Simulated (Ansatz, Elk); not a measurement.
# Bonding as seen by X-rays: HgH2

Structure refinements treat a crystal as free atoms side by side. For a made-up structure of HgH2 (cell and positions from a PBEsol relaxation) the runs below show what the calculated density changes in F(hkl).

Method: DFT, PBE, all-electron APW+lo, Dirac cores, scalar-relativistic bands, static density, no spin, in Elk 11.2.3 (patched build).

This account leaves out most program logs.

The structure was built from a prototype and need not be the compound's stable phase.

### 1. The structure

The structure is tetragonal, space group P4_2/mnm (No. 136). Conventional cell: a = 5.127 Å, b = 5.127 Å, c = 3.344 Å, α = 90.00°, β = 90.00°, γ = 90.00°. Hg has 2 H at 1.67 Å nearest. Nearest to H lie 1 Hg at 1.67 Å. Farther neighbours are not listed.

As a file:

```cif
data_structure
_symmetry_space_group_name_H-M 'P 1'
_symmetry_Int_Tables_number 1
_cell_length_a 5.1269
_cell_length_b 5.1269
_cell_length_c 3.3440
_cell_angle_alpha 90.000
_cell_angle_beta 90.000
_cell_angle_gamma 90.000
_cell_volume 87.90
loop_
_atom_site_label
_atom_site_type_symbol
_atom_site_fract_x
_atom_site_fract_y
_atom_site_fract_z
_atom_site_occupancy
Hg1 Hg 0.50000 0.50000 0.50000 1
Hg2 Hg 0.00000 0.00000 0.00000 1
H3 H 0.73026 0.26974 0.50000 1
H4 H 0.76974 0.76974 0.00000 1
H5 H 0.26974 0.73026 0.50000 1
H6 H 0.23026 0.23026 0.00000 1
```

### 2. Ground state and structure factors

An all-electron density is needed, since X-rays see the cores too. Task 0 finds the density and task 195 Fourier-transforms it; tshift is off so that phases refer to the origin typed.

elk.in

```
tasks
  0
  195

xctype
  20

spinpol
  .false.

rgkmax
  7.0

gmaxvr
  14.0

lmaxo
  7

lmaxapw
  8

swidth
  0.002

tshift
  .false.

ramdisk
  .false.

hmaxvr
  5.5

maxscl
  120

epspot
  1e-06

sppath
  './'

avec
  9.68835288211 0.00000000000 0.00000000000
  -0.00000000000 9.68835288211 0.00000000000
  0.00000000000 0.00000000000 6.31930984658

atoms
  2
  'Hg.in'
  2
  0.5000000000 0.5000000000 0.5000000000   0.000000 0.000000 0.000000
  -0.0000000000 -0.0000000000 0.0000000000   0.000000 0.000000 0.000000
  'H.in'
  4
  0.7302639925 0.2697360075 0.5000000000   0.000000 0.000000 0.000000
  0.7697360075 0.7697360075 0.0000000000   0.000000 0.000000 0.000000
  0.2697360075 0.7302639925 0.5000000000   0.000000 0.000000 0.000000
  0.2302639925 0.2302639925 0.0000000000   0.000000 0.000000 0.000000

ngridk
  5 5 7
```

On the command line:

```bash
$ OMP_NUM_THREADS=4 elk
```

The job ended after 2.2 min (4 threads of Arm Neoverse V2, shared host; peak memory 0.51 GiB; 8.3 min of CPU time).

SFACRHO.OUT:

```text

h k l indices transformed by vhmat matrix:
   1.000000000       0.000000000       0.000000000    
   0.000000000       1.000000000       0.000000000    
   0.000000000       0.000000000       1.000000000    

      h      k      l  multipl.   |H|            Re(F)            Im(F)           |F|

      0      0      0      1   0.0000000       164.00000      0.10647751E-15   164.00000    
     -1      0      0      4  0.64852977      0.16981911E-15 -0.40073290E-13  0.40073650E-13
      1     -1      0      2  0.91715960       146.08160      0.10926133E-13   146.08160    
      1      1      0      2  0.91715960       146.08160     -0.78755872E-13   146.08160    
      0      0      1      2  0.99428347      0.15956967E-13  0.69987567E-13  0.71783594E-13
      1      0     -1      8   1.1870933       139.86566      0.22130746E-13   139.86566    
      2      0      0      4   1.2970595       134.41233     -0.75331354E-13   134.41233    
     -1     -1     -1      4   1.3526941      -2.2578737     -0.14268824E-12   2.2578737    
      1     -1      1      4   1.3526941       2.2578737      0.38596799E-13   2.2578737    
      2     -1      0      4   1.4501567      0.65979846      0.86014885E-14  0.65979846    
     -2     -1      0      4   1.4501567     -0.65979846     -0.14002741E-12  0.65979846    
      0     -2      1      8   1.6343081      0.57879175E-15 -0.85190910E-14  0.85387301E-14
     -2      1     -1      8   1.7582815       125.34711      0.71207463E-13   125.34711    
     -1     -2      1      8   1.7582815       125.34711      0.69889104E-13   125.34711    
     -2      2      0      2   1.8343192       125.22468     -0.19244029E-13   125.22468    
      2      2      0      2   1.8343192       125.22468     -0.14074286E-12   125.22468    
      0      3      0      4   1.9455893     -0.61295654E-15  0.23521454E-13  0.23529439E-13
      0      0     -2      2   1.9885669       121.53465      0.12096527E-12   121.53465
```

Elk indexes on the primitive cell of elk.in and gives |H| = 4π sin θ/λ in inverse bohr. Below, one row stands for each form hkl of the conventional cell (m members, Friedel mates merged), F is for one primitive cell and the density is static (no thermal factor). Free-atom factors are Waasmaier and Kirfel's, and R is Σm||F|−|F'||/Σm|F|.

```
hkl   m  sin θ/λ (Å⁻¹)  abs F, DFT  neutral atoms   diff.
100   4          0.098       0.000          0.000  +0.000
110   4          0.138     146.082        146.399  -0.317
001   2          0.149       0.000          0.000  +0.000
101   8          0.178     139.866        139.939  -0.073
200   4          0.195     134.412        134.997  -0.585
111   8          0.203       2.258          1.855  +0.403
210   8          0.218       0.660          0.419  +0.241
201   8          0.246       0.000          0.000  +0.000
211  16          0.264     125.347        125.622  -0.275
220   4          0.276     125.225        125.130  +0.095
300   4          0.293       0.000          0.000  +0.000
002   2          0.299     121.535        121.554  -0.019
310   8          0.308     118.935        119.126  -0.191
221   8          0.314       0.017          0.055  -0.038
102   8          0.315       0.000          0.000  +0.000
301   8          0.329     115.607        115.967  -0.360
112   8          0.329     115.979        116.176  -0.197
311  16          0.343       0.884          0.699  +0.184
```

### 3. The highest occupied states alone

An energy window below the Fermi level keeps the highest occupied states, to see at which angles they scatter; shallow core shells can lie inside it and anion s states outside. No new self-consistency is needed.

elk.in, as its differences from that of step 2:

```diff
@@ -1,3 +1,2 @@
 tasks
-  0
   195
@@ -40,2 +39,5 @@
 
+wsfac
+  -0.307360 0.433630
+
 sppath
```

On the command line:

```bash
$ OMP_NUM_THREADS=4 elk
```

Elapsed: 7.2 s, on 4 threads; peak memory 0.17 GiB.

States within 12 eV below the Fermi level hold 28.00 electrons; any levels below the window count with the cores. Their amplitudes can exceed the total, where window and core parts have opposite phase:

```
hkl  sin θ/λ (Å⁻¹)  abs F, window  abs F, all
100          0.098          0.000       0.000
110          0.138         14.825     146.082
001          0.149          0.000       0.000
101          0.178         11.571     139.866
200          0.195          7.486     134.412
111          0.203          2.255       2.258
210          0.218          0.655       0.660
201          0.246          0.000       0.000
211          0.264          4.896     125.347
220          0.276          5.929     125.225
```

### 4. Another functional

The difference from free atoms is small, so it is set against the change that PBEsol makes.

elk.in, as its differences from that of step 3:

```diff
@@ -1,2 +1,3 @@
 tasks
+  0
   195
@@ -4,3 +5,3 @@
 xctype
-  20
+  22
 
@@ -39,5 +40,2 @@
 
-wsfac
-  -0.307360 0.433630
-
 sppath
```

On the command line:

```bash
$ OMP_NUM_THREADS=4 elk
```

Run time: 2.4 min. Hardware: 4 threads; peak memory 0.52 GiB; 8.7 min of CPU time.

Against the first run R = 0.01 %; the largest change is -0.068 at 220.

### 5. A coarser k-mesh

About half the k-points along each axis test the sampling.

elk.in, as its differences from that of step 4:

```diff
@@ -5,3 +5,3 @@
 xctype
-  22
+  20
 
@@ -62,2 +62,2 @@
 ngridk
-  5 5 7
+  2 2 4
```

On the command line:

```bash
$ OMP_NUM_THREADS=4 elk
```

The job ended after 66 s (4 threads; peak memory 0.52 GiB; 3.3 min of CPU time).

Against the first run R = 0.00 %; the largest change is -0.016 at 200.

### 6. Settings against the effect

```
          run  R against the first run (%)  R against neutral atoms, low angle (%)  wall time
PBE, rgkmax 7                         0.00                                    0.28    2.2 min
       PBEsol                         0.01                                    0.27    2.4 min
 k-mesh 2×2×4                         0.00                                    0.29       66 s
```

### 7. Summary of results

| Item | Value |
| --- | --- |
| R against neutral atoms, sin θ/λ < 0.3 Å⁻¹ | 0.28 % |
| R against neutral atoms, 0.3 to 0.82 Å⁻¹ | 0.19 % |

What this shows: Independent neutral atoms miss the calculated amplitudes by R = 0.28 % below 0.3 Å⁻¹ and 0.19 % from there to 0.82 Å⁻¹; by shells, 0.22 % below 0.15 Å⁻¹ (1 form), 0.29 % 0.15 to 0.3 (7 forms), 0.20 % 0.3 to 0.45 (17 forms), 0.19 % above 0.45 (99 forms). Bonding, aspherical density and the tables' own atoms all enter these figures, and the runs don't part them. The largest change of an amplitude is -0.59 electrons, at 200. Weak lines can change much in proportion: 320 goes from 0.16 to 0.47. The window's part falls from 28.0 electrons at the origin to at most 0.73 between 0.45 and 0.82 Å⁻¹. Below 0.3 Å⁻¹ the changes that finished (PBEsol and k-mesh 2×2×4) move F by R = 0.03 % at most, against the 0.28 % that separates it from free atoms. The basis has no finished test. Spin-orbit coupling is left out, which can matter for elements this heavy. Part of the difference isn't bonding: the tables are fits to free atoms and ions calculated by other methods than this functional. Thermal motion, anomalous dispersion and extinction are left out.

[Logs are printed without paths, hosts, clocks, repeated set-up lines and the standing remarks that a program may print on its own settings, such as how far it seeks lower states.]

[Hosts, paths, dates, database ids (printed as entryN), source tags and the programs' standing remarks are cut or masked in the printed files.]
